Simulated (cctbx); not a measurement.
**Occupancies in Tb3Sc2Rh3**

Cell a = 8.0110 Å, b = 8.0110 Å, c = 6.2130 Å, α = 90.00°, β = 90.00°, γ = 120.00°; space group P6_3/mcm (no. 193); nominal formula Tb3Sc2Rh3.

Simulated single-crystal data (cctbx): Mo Kα, λ = 0.71073 Å, to d = 0.7 Å, 50 % of the full sphere, strongest reflection 20000 counts, noise from counting, a 4 % proportional error and a noise floor of 2 counts (s.d.); no absorption.

With every site full:

```text
Rint 0.038, 217 unique reflections to 0.70 A
cycle     R1     wR2    GooF  max shift (A)
   1  0.1498  0.3715  16.460   0.00070
   2  0.0330  0.1029   4.558   0.00000
final R1 0.0330 wR2 0.1029 GooF 4.558  parameters 10  data/parameter 21.7
atom        x        y        z      Ueq    occ   su(xyz)  su(Uiso or U11)
Tb1    0.74589  0.74589  0.75000   0.0067  1.000  0.00011  0.0004
Rh2    0.40334  0.40334  0.75000   0.0022  1.000  0.00016  0.0005
Sc1    0.33333  0.66667  0.00000   0.0204  1.000  0.00000  0.0017
difference map: max 6.78 min -1.42 rms 0.70
Q1    0.0000  0.4190  0.2500    6    6.79  0.13 A from Rh2
Q2    0.3333  0.6667  0.0000    4    2.26  0.00 A from Sc1
Q3    0.0000  0.0000  0.2500    2    1.28  2.04 A from Tb1
Q4    0.0000  0.2705  0.7500    6    0.93  0.13 A from Tb1
Q5    0.0903  0.3077  0.2500   12    0.81  1.29 A from Rh2
Q6    0.0000  0.0000  0.0000    2    0.78  2.56 A from Tb1
```

With the occupancies of the suspect sites free, each still typed as its main element:

```text
Rint 0.038, 217 unique reflections to 0.70 A
cycle     R1     wR2    GooF  max shift (A)
   1  0.0922  0.2601  11.583   0.00055
   8  0.0098  0.0251   1.119   0.00000
final R1 0.0098 wR2 0.0251 GooF 1.117  parameters 12  data/parameter 18.1
atom        x        y        z      Ueq    occ   su(xyz)  su(Uiso or U11)
Tb1    0.74582  0.74582  0.75000   0.0061  0.942  0.00003  0.0001
Rh2    0.40340  0.40340  0.75000   0.0070  1.083  0.00004  0.0001
Sc1    0.33333  0.66667  0.00000   0.0205  1.000  0.00000  0.0005
su of occupancy Tb1: 0.009
su of occupancy Rh2: 0.010
difference map: max 0.74 min -0.72 rms 0.19
Q1    0.0000  0.0537  0.2500    6    0.76  1.86 A from Tb1
Q2    0.0000  0.0000  0.0000    2    0.73  2.56 A from Tb1
Q3    0.0000  0.3355  0.2500    6    0.65  0.54 A from Rh2
Q4    0.1403  0.2807  0.0000   12    0.58  1.87 A from Tb1
Q5    0.0000  0.2821  0.9958   12    0.57  1.54 A from Tb1
Q6    0.0851  0.3577  0.7500   12    0.56  0.77 A from Tb1
```

**Question.** What is the disorder?

X-rays count electrons. Tb1 refines to 0.942(0.009), or 61.2 electrons; the site truly holds 0.85 Tb and 0.15 Rh, 62.0 electrons, which is 0.954 of Tb; Rh2 refines to 1.083(0.010), or 48.7 electrons; the site truly holds 0.85 Rh and 0.15 Tb, 48.0 electrons, which is 1.067 of Rh. A value under 1 can't tell vacancies from a lighter guest, and one over 1 needs a heavier guest; chemistry or a second radiation must settle which. Occupancy correlates with U and the scale, and the two elements' form factors differ in shape, so the match is approximate.

Freeing them takes R1 from 0.0330 to 0.0098 and GooF from 4.56 to 1.12.

The model is made up (kin elements in a known structure type, no relaxation), so it says nothing on whether the phase exists.

[Middle refinement cycles are left out of these outputs.]

[Logs are printed without paths, hosts, clocks, repeated set-up lines and the standing remarks that a program may print on its own settings, such as how far it seeks lower states.]
